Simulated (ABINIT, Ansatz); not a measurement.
## Lithium (Im-3m): from the cell to the phonon bands

How does Lithium (Im-3m) vibrate, and is this structure a minimum?

Main program and level: ABINIT 10.8.3; DFT LDA, scalar-relativistic, plane waves, PseudoDojo norm-conserving pseudopotentials.

**1. The structure**

Symmetry: Im-3m, No. 229, cubic system. The conventional cell has a = 3.366 Å, b = 3.366 Å, c = 3.366 Å, α = 90.00°, β = 90.00°, γ = 90.00°. Li has 8 Li at 2.91 Å nearest.

**2. Relaxation**

The harmonic expansion needs vanishing forces, and a free crystal bears no stress, so cell and atoms are brought to rest. Stress is more sensitive to the basis than forces are: the last 3 Ha under the cutoff are smoothed with ecutsm, and the cutoff is raised above that of the later runs.

The starting cell comes from a relaxation made beforehand in Ansatz (LDA, PseudoDojo NC).

Contents of relax.abi:

```
# relaxation
ionmov 2
optcell 2
dilatmx 1.08
ntime 40
tolmxf 1.0d-05
tolvrs 1.0d-14
prtwf 0
prtden 0
chksymtnons 0

# basis, mesh and filling
ecut 41.0
ecutsm 3.0
ngkpt 14 14 14
nshiftk 1
shiftk 0.0 0.0 0.0
istwfk *1
occopt 7
tsmear 0.01
nband 6
nstep 100
diemac 1000000.0
prtebands 0
prtgsr 0
useylm 1

# cell and atoms
acell 3*1.0 Angstrom
rprim 
    1.682761888 1.682761888 1.682761888
    -1.682761888 1.682761888 1.682761888
    -1.682761888 -1.682761888 1.682761888
ntypat 1
znucl 3
natom 1
typat 1
xred 
    0.0 0.0 0.0
pp_dirpath "./pseudo"
pseudos "Li.upf"
```

Command:

```
$ OMP_NUM_THREADS=1 mpirun -n 4 abinit relax.abi > relax.log
```

Numbers of over 12 decimals in the logs are rounded to 6 here.

relax.abo, the main output file:

```text
[banners, grids, parts of the stress and lines that vanish by symmetry left out]
- input  file    -> relax.abi
- output file    -> relax.abo
- root for input  files -> relaxi
[...]
Symmetries : space group Im -3 m (#229); Bravais cI (body-center cubic)
[...]
mpw =        2046          nfft =       46656          nkpt =         104
[...]
== DATASET  1 ==================================================================
[...]
cutoff_energies: {ecut:  41.0, pawecutdg:  -1.0, }
[...]
ETOT  1  -7.114234    -7.114E+00 2.458E-02 1.985E-01
 ETOT  2  -7.116307    -2.073E-03 1.147E-03 8.726E-04
 ETOT  3  -7.116307    -1.705E-07 1.429E-04 7.639E-05
 ETOT  4  -7.116307    -2.502E-09 1.882E-04 1.629E-06
 ETOT  5  -7.116307    -4.737E-11 5.976E-05 2.208E-08
 ETOT  6  -7.116307    -2.203E-13 9.173E-05 2.034E-10
 ETOT  7  -7.116307     5.329E-14 2.009E-05 1.202E-12
 ETOT  8  -7.116307    -1.137E-13 3.512E-05 8.927E-16
 At SCF step    8       vres2   =  8.93E-16 < tolvrs=  1.00E-14 =>converged.
[...]
sigma(1 1)=  6.97546380E-08  sigma(3 2)=  0.00000000E+00
  sigma(2 2)=  6.97546380E-08  sigma(3 1)=  0.00000000E+00
  sigma(3 3)=  6.97546380E-08  sigma(2 1)=  0.00000000E+00
[...]
convergence: {deltae: -1.137E-13, res2:  8.927E-16, residm:  3.512E-05, diffor: null, }
etotal    :  -7.11630716E+00
[...]
At Broyd/MD step   1, gradients are converged :
[...]
sigma(1 1)=  6.97546380E-08  sigma(3 2)=  0.00000000E+00
  sigma(2 2)=  6.97546380E-08  sigma(3 1)=  0.00000000E+00
  sigma(3 3)=  6.97546380E-08  sigma(2 1)=  0.00000000E+00
[...]
- sigma(1 1)=  2.05225230E-03  sigma(3 2)=  0.00000000E+00
- sigma(2 2)=  2.05225230E-03  sigma(3 1)=  0.00000000E+00
- sigma(3 3)=  2.05225230E-03  sigma(2 1)=  0.00000000E+00
[...]
fcart     -0.0000000000E+00 -0.0000000000E+00 -0.0000000000E+00
           strten      6.9754638040E-08  6.9754638040E-08  6.9754638039E-08
================================================================================

[key lines of the parts left out:]
pressure_GPa:  -2.0523E-03
Total energy (etotal) [Ha]= -7.11630715650252E+00
```

It took 6 s on 4 MPI ranks of Arm Neoverse V2, shared host; 24 s of CPU time.

Little changed from the start: no atom moved by 0.005 Å and no cell edge by 0.1 %.

This step gave:

```
volume per atom   : 19.06 Å³
pressure          : -0.002052 GPa
gap on the k-mesh : 0 eV
```

**3. Self-consistent run for the response**

First-order wavefunctions inherit every error of the ground state, hence the very tight tolvrs. Occupations are smeared.

Contents of gs.abi:

```
# ground state
tolvrs 1.0d-16
prtden 1
prtwf 1

# basis, mesh and filling
ecut 33.0
ngkpt 16 16 16
nshiftk 1
shiftk 0.0 0.0 0.0
istwfk *1
occopt 7
tsmear 0.01
nband 6
nstep 100
diemac 1000000.0
prtebands 0
prtgsr 0
useylm 1

# cell and atoms
acell 3*1.0 Angstrom
rprim 
    1.682761889 1.682761889 1.682761889
    -1.682761889 1.682761889 1.682761889
    -1.682761889 -1.682761889 1.682761889
ntypat 1
znucl 3
natom 1
typat 1
xred 
    0.0 0.0 0.0
pp_dirpath "./pseudo"
pseudos "Li.upf"
```

Command:

```
$ OMP_NUM_THREADS=1 mpirun -n 4 abinit gs.abi > gs.log
```

gs.abo, the main output file:

```text
[banners, grids, parts of the stress and lines that vanish by symmetry left out]
- input  file    -> gs.abi
- output file    -> gs.abo
- root for input  files -> gsi
[...]
Symmetries : space group Im -3 m (#229); Bravais cI (body-center cubic)
[...]
mpw =        1184          nfft =       27000          nkpt =         145
[...]
== DATASET  1 ==================================================================
[...]
cutoff_energies: {ecut:  33.0, pawecutdg:  -1.0, }
[...]
ETOT  1  -7.114744    -7.115E+00 3.545E-02 1.162E-01
 ETOT  2  -7.116230    -1.486E-03 7.626E-04 5.393E-04
 ETOT  3  -7.116230    -1.658E-07 2.009E-04 4.103E-05
 ETOT  4  -7.116230    -2.369E-09 2.431E-04 6.533E-07
 ETOT  5  -7.116230    -3.703E-11 5.294E-05 1.102E-08
 ETOT  6  -7.116230    -7.461E-14 1.050E-04 1.382E-10
 ETOT  7  -7.116230    -2.363E-13 2.589E-05 1.049E-12
 ETOT  8  -7.116230     1.830E-13 4.583E-05 4.932E-16
 ETOT  9  -7.116230    -1.084E-13 1.054E-05 1.620E-18
 At SCF step    9       vres2   =  1.62E-18 < tolvrs=  1.00E-16 =>converged.
[...]
sigma(1 1)=  1.13342830E-05  sigma(3 2)=  0.00000000E+00
  sigma(2 2)=  1.13342830E-05  sigma(3 1)=  0.00000000E+00
  sigma(3 3)=  1.13342830E-05  sigma(2 1)=  0.00000000E+00
[...]
convergence: {deltae: -1.084E-13, res2:  1.620E-18, residm:  1.054E-05, diffor: null, }
etotal    :  -7.11622973E+00
[...]
sigma(1 1)=  1.13342830E-05  sigma(3 2)=  0.00000000E+00
  sigma(2 2)=  1.13342830E-05  sigma(3 1)=  0.00000000E+00
  sigma(3 3)=  1.13342830E-05  sigma(2 1)=  0.00000000E+00
[...]
- sigma(1 1)=  3.33466118E-01  sigma(3 2)=  0.00000000E+00
- sigma(2 2)=  3.33466118E-01  sigma(3 1)=  0.00000000E+00
- sigma(3 3)=  3.33466118E-01  sigma(2 1)=  0.00000000E+00
[...]
fcart     -0.0000000000E+00 -0.0000000000E+00 -0.0000000000E+00
           strten      1.1334282973E-05  1.1334282973E-05  1.1334282973E-05
================================================================================

[key lines of the parts left out:]
pressure_GPa:  -3.3347E-01
```

Wall time 6.2 s (4 MPI ranks).

Read from the output:

| Item | Value |
| --- | --- |
| pressure | -0.3335 GPa |

The cell stands at -0.33 GPa: the relaxation ran with a smoothed and higher cutoff and on another k mesh.

**4. Linear response at Γ**

At q = 0 one unit cell holds all displacements. The response is solved for single atoms along the cell's directions, and symmetry skips those that follow from others. The crystal is treated as a metal, which screens a static field, so no field response is asked.

Contents of dfpt_gamma.abi:

```

# common to the responses
getwfk_filepath "gso_WFK"
kptopt 2
nqpt 1
qpt 0.0 0.0 0.0
asr 0
chneut 0

# displacements
rfphon 1
rfatpol 1 1
rfdir 1 1 1
tolvrs 1.0d-10
prtwf 0

# basis, mesh and filling
ecut 33.0
ngkpt 16 16 16
nshiftk 1
shiftk 0.0 0.0 0.0
istwfk *1
occopt 7
tsmear 0.01
nband 6
nstep 100
diemac 1000000.0
prtebands 0
prtgsr 0
useylm 1

# cell and atoms
acell 3*1.0 Angstrom
rprim 
    1.682761889 1.682761889 1.682761889
    -1.682761889 1.682761889 1.682761889
    -1.682761889 -1.682761889 1.682761889
ntypat 1
znucl 3
natom 1
typat 1
xred 
    0.0 0.0 0.0
pp_dirpath "./pseudo"
pseudos "Li.upf"
```

Command:

```
$ OMP_NUM_THREADS=1 mpirun -n 4 abinit dfpt_gamma.abi > dfpt_gamma.log
```

dfpt_gamma.abo, the main output file:

```text
[banners, grids, parts of the stress and lines that vanish by symmetry left out]
- input  file    -> dfpt_gamma.abi
- output file    -> dfpt_gamma.abo
- root for input  files -> dfpt_gammai
- root for output files -> dfpt_gammao

 Symmetries : space group Im -3 m (#229); Bravais cI (body-center cubic)
================================================================================
 Values of the parameters that define the memory need of the present run (RF).
     intxc =       0      iscf =       7    lmnmax =       8     lnmax =       4
     mgfft =      30  mpssoang =       2    mqgrid =    3001     natom =       1
  nloc_mem =       1    nspden =       1   nspinor =       1    nsppol =       1
      nsym =      48    n1xccc =       0    ntypat =       1    occopt =       7
   xclevel =       1
-    mband =           6        mffmem =           1         mkmem =         513
-   mkqmem =         513        mk1mem =         513           mpw =        1184
      nfft =       27000          nkpt =        2052
- my_mband =           6
================================================================================
================================================================================

--------------------------------------------------------------------------------
------------- Echo of variables that govern the present computation ------------
--------------------------------------------------------------------------------
-
- outvars: echo of selected default values
-   iomode0 =  0 , fftalg0 =312 , wfoptalg0 =  0
-
- outvars: echo of global parameters not present in the input file
-  max_nthreads =    1
-
 -outvars: echo values of preprocessed input variables --------
            acell      1.8897261259E+00  1.8897261259E+00  1.8897261259E+00 Bohr
              amu      6.94100000E+00
              asr           0
           chneut           0
             ecut      3.30000000E+01 Hartree
-          fftalg         312
           istwfk        1    0    0    0    0    0    0    0    1    0
                         0    0    0    0    0    0    0    0    0    0
                         0    0    0    0    0    0    0    0    0    0
                         0    0    0    0    0    0    0    0    0    0
                         0    0    0    0    0    0    0    0    0    0
                       outvar_i_n : Printing only first  50 k-points.
              ixc       -1012
              kpt      0.00000000E+00  0.00000000E+00  0.00000000E+00
                       6.25000000E-02  0.00000000E+00  0.00000000E+00
                       1.25000000E-01  0.00000000E+00  0.00000000E+00
                       1.87500000E-01  0.00000000E+00  0.00000000E+00
                       [...]
                       outvar_i_n : Printing only first  50 k-points.
           kptopt           2
         kptrlatt       16    0    0      0   16    0      0    0   16
          kptrlen      8.81256118E+01
P           mkmem         513
P          mkqmem         513
P          mk1mem         513
            natom           1
            nband           6
           nbdbuf           2
            ngfft          30      30      30
             nkpt        2052
             nqpt           1
            nstep         100
             nsym          48
           ntypat           1
              occ      2.000000  1.000000  0.000000  0.000000  0.000000  0.000000
                       2.000000  1.000000  0.000000  0.000000  0.000000  0.000000
                       2.000000  1.000000  0.000000  0.000000  0.000000  0.000000
                       2.000000  1.000000  0.000000  0.000000  0.000000  0.000000
                       [...]
                       prtocc : prtvol=0, do not print more k-points.
           occopt           7
        optdriver           1
        prtebands           0
           prtgsr           0
           prtpot           1
            prtwf           0
           rfphon           1
            rprim      1.6827618890E+00  1.6827618890E+00  1.6827618890E+00
                      -1.6827618890E+00  1.6827618890E+00  1.6827618890E+00
                      -1.6827618890E+00 -1.6827618890E+00  1.6827618890E+00
          spgroup         229
           symrel      1  0  0   0  1  0   0  0  1      -1  0  0   0 -1  0   0  0 -1
                       0  0  1   1 -1  1   1  0  0       0  0 -1  -1  1 -1  -1  0  0
                      -1  1 -1   0  0 -1   0 -1  0       1 -1  1   0  0  1   0  1  0
                       0 -1  0  -1  0  0  -1  1 -1       0  1  0   1  0  0   1 -1  1
                       [...]
           tolvrs      1.00000000E-10
            typat      1
           useylm           1
              wtk        0.00024    0.00049    0.00049    0.00049    0.00049    0.00049
                         0.00049    0.00049    0.00024    0.00049    0.00049    0.00049
                         0.00049    0.00049    0.00049    0.00049    0.00049    0.00049
                         0.00049    0.00049    0.00049    0.00049    0.00049    0.00049
                       [...]
                       outvars : Printing only first  50 k-points.
            znucl        3.00000

================================================================================

 chkinp: Checking input parameters for consistency.

================================================================================
== DATASET  1 ==================================================================
-   mpi_nproc: 4, omp_nthreads: 1 (-1 if OMP is not activated)

--- !DatasetInfo
iteration_state: {dtset: 1, }
dimensions: {natom: 1, nkpt: 2052, mband: 6, nsppol: 1, nspinor: 1, nspden: 1, mpw: 1184, }
cutoff_energies: {ecut:  33.0, pawecutdg:  -1.0, }
electrons: {nelect:   3.00000000E+00, charge:   0.00000000E+00, occopt:   7.00000000E+00, tsmear:   1.00000000E-02, }
meta: {optdriver: 1, rfphon: 1, }
...

 mkfilename: getwfk from: gso_WFK

 Real(R)+Recip(G) space primitive vectors, cartesian coordinates (Bohr,Bohr^-1):
 R(1)=  3.1799591  3.1799591  3.1799591  G(1)=  0.1572347  0.0000000  0.1572347
 R(2)= -3.1799591  3.1799591  3.1799591  G(2)= -0.1572347  0.1572347  0.0000000
 R(3)= -3.1799591 -3.1799591  3.1799591  G(3)=  0.0000000 -0.1572347  0.1572347
 Unit cell volume ucvol=  1.2862477E+02 bohr^3
 Angles (23,13,12)=  7.05287794E+01  1.09471221E+02  7.05287794E+01 degrees
 setup1 : take into account q-point for computing boxcut.

 getcut: wavevector=  0.0000  0.0000  0.0000  ngfft=  30  30  30
         ecut(hartree)=     33.000   => boxcut(ratio)=   2.10628

--- Pseudopotential description ------------------------------------------------
- pspini: atom type   1  psp file is ./pseudo/Li.upf

   7.84245757E+00                                ecore*ucvol(ha*bohr**3)
--------------------------------------------------------------------------------

 ==>  initialize data related to q vector <==

 The list of irreducible perturbations for this q vector is:
    1)    idir= 1    ipert=   1

================================================================================

 The perturbation idir=   2  ipert=   1 is
 symmetric of a previously calculated perturbation.
 So, its SCF calculation is not needed.

 The perturbation idir=   3  ipert=   1 is
 symmetric of a previously calculated perturbation.
 So, its SCF calculation is not needed.

--------------------------------------------------------------------------------
 Perturbation wavevector (in red.coord.)   0.000000  0.000000  0.000000
 Perturbation : displacement of atom   1   along direction   1
 Found     6 symmetries that leave the perturbation invariant.
 symkpt : the number of k-points, thanks to the symmetries,
 is reduced to   417 .

--------------------------------------------------------------------------------

--------------------------------------------------------------------------------

 dfpt_looppert : total number of electrons, from k and k+q
  fully or partially occupied states are    3.000000E+00 and    3.000000E+00.
 Initialisation of the first-order wave-functions :
  ireadwf=   0

--- !BeginCycle
iteration_state: {dtset: 1, }
solver: {iscf: 7, nstep: 100, nline: 4, wfoptalg: 0, }
tolerances: {tolvrs: 1.00E-10, }
...

     iter   2DEtotal(Ha)        deltaE(Ha) residm    vres2
-ETOT  1  0.194994     -1.034E+03 1.198E+01 1.333E+00
 ETOT  2 -4.02340452865246E-05 -1.950E-01 4.317E-03 5.280E-01
 ETOT  3 -6.55822233284198E-05 -2.535E-05 9.569E-07 8.518E-02
 ETOT  4 -7.34891274305483E-05 -7.907E-06 7.214E-08 3.909E-04
 ETOT  5 -7.36565567649450E-05 -1.674E-07 1.431E-09 1.463E-04
 ETOT  6 -7.36744190135141E-05 -1.786E-08 1.881E-10 1.061E-06
 ETOT  7 -7.36746516167841E-05 -2.326E-10 1.127E-12 1.534E-07
 ETOT  8 -7.36746902703089E-05 -3.865E-11 5.615E-13 7.207E-10
 ETOT  9 -7.36746980010139E-05 -7.731E-12 4.636E-16 6.283E-12

 At SCF step    9       vres2   =  6.28E-12 < tolvrs=  1.00E-10 =>converged.
================================================================================

 ----iterations are completed or convergence reached----

 Mean square residual over all n,k,spin=   13.506E-17; max=  46.361E-17

 Thirteen components of 2nd-order total energy (hartree) are
 1,2,3: 0th-order hamiltonian combined with 1st-order wavefunctions
     kin0=   9.63441997E+02 eigvalue=   2.69607471E+02  local=  -2.68195458E+02
 4,5,6: 1st-order hamiltonian combined with 1st and 0th-order wfs
 loc psp =  -6.07576415E+02  Hartree=   2.09548123E+02     xc=  -9.38903837E+01
 note that "loc psp" includes a xc core correction that could be resolved
 7,8,9: eventually, occupation + non-local contributions
    edocc=   6.64402153E+01     enl0=  -1.12812145E+02   enl1=  -1.46070322E+03
 1-9 gives the relaxation energy (to be shifted if some occ is /=2.0)
   erelax=  -1.03413982E+03
 10,11,12 Non-relaxation  contributions : frozen-wavefunctions and Ewald
 fr.local=   3.03788169E+02 fr.nonlo=   7.30351573E+02  Ewald=   0.00000000E+00
 13,14 Frozen wf xc core corrections (1) and (2)
 frxc 1  =   0.00000000E+00  frxc 2 =   0.00000000E+00
 Resulting in :
 2DEtotal=   -0.7367469800E-04 Ha. Also 2DEtotal=   -0.200479066386E-02 eV
    (2DErelax=   -1.0341398161E+03 Ha. 2DEnonrelax=    1.0341397424E+03 Ha)
    (  non-var. 2DEtotal :   -7.5186322078E-05 Ha)

================================================================================

 ---- first-order wavefunction calculations are completed ----

 ==> Compute Derivative Database <==

  2nd-order matrix (non-cartesian coordinates, masses not included,
   asr not included )
     j1       j2             matrix element
  dir pert dir pert     real part     imaginary part

   1    1   1    1        -0.0000751866         0.0000000000
   1    1   2    1        -0.0000250622         0.0000000000
   1    1   3    1         0.0000250622         0.0000000000
   1    1   2    3         0.0000000000         0.0000000000
   1    1   3    3         0.0000000000         0.0000000000

   2    1   1    1        -0.0000250622         0.0000000000
   2    1   2    1        -0.0000751866         0.0000000000
   2    1   3    1        -0.0000250622         0.0000000000
   2    1   1    3         0.0000000000         0.0000000000
   2    1   3    3         0.0000000000         0.0000000000

   3    1   1    1         0.0000250622         0.0000000000
   3    1   2    1        -0.0000250622         0.0000000000
   3    1   3    1        -0.0000751866         0.0000000000
   3    1   1    3         0.0000000000         0.0000000000
   3    1   2    3         0.0000000000         0.0000000000

   1    3   2    1         0.0000000000         0.0000000000
   1    3   3    1         0.0000000000         0.0000000000

   2    3   1    1         0.0000000000         0.0000000000
   2    3   3    1         0.0000000000         0.0000000000

   3    3   1    1         0.0000000000         0.0000000000
   3    3   2    1         0.0000000000         0.0000000000

  Dynamical matrix, in cartesian coordinates,
   if specified in the inputs, asr has been imposed
     j1       j2             matrix element
  dir pert dir pert     real part    imaginary part

   1    1   1    1        -0.0000024784         0.0000000000
   1    1   2    1         0.0000000000         0.0000000000
   1    1   3    1         0.0000000000         0.0000000000

   2    1   1    1         0.0000000000         0.0000000000
   2    1   2    1        -0.0000024784         0.0000000000
   2    1   3    1        -0.0000000000         0.0000000000

   3    1   1    1         0.0000000000         0.0000000000
   3    1   2    1        -0.0000000000         0.0000000000
   3    1   3    1        -0.0000024784         0.0000000000

  Phonon wavevector (reduced coordinates) :  0.00000  0.00000  0.00000
 Phonon energies in Hartree :
  -1.399578E-05 -1.399578E-05 -1.399578E-05
 Phonon frequencies in cm-1    :
- -3.071718E+00 -3.071718E+00 -3.071718E+00

== END DATASET(S) ==============================================================
================================================================================

 -outvars: echo values of variables after computation
            acell      1.8897261259E+00  1.8897261259E+00  1.8897261259E+00 Bohr
           etotal     -7.3674698001E-05
            fcart      0.0000000000E+00  0.0000000000E+00  0.0000000000E+00
           strten      0.0000000000E+00  0.0000000000E+00  0.0000000000E+00
================================================================================
```

Wall time 14 s (4 MPI ranks); 54 s of CPU time.

With one atom there are acoustic modes alone, which should vanish; they come out at 3.07 cm⁻¹ in size, the error that the sum rule removes later.

(Part 1 of 4 ends here.)

[Host names and launcher messages were left out of these logs when they were recorded.]

[Logs are printed without paths, hosts, clocks, repeated set-up lines and the standing remarks that a program may print on its own settings, such as how far it seeks lower states.]

[Hosts, paths, dates, database ids (printed as entryN), source tags and the programs' standing remarks are cut or masked in the printed files.]
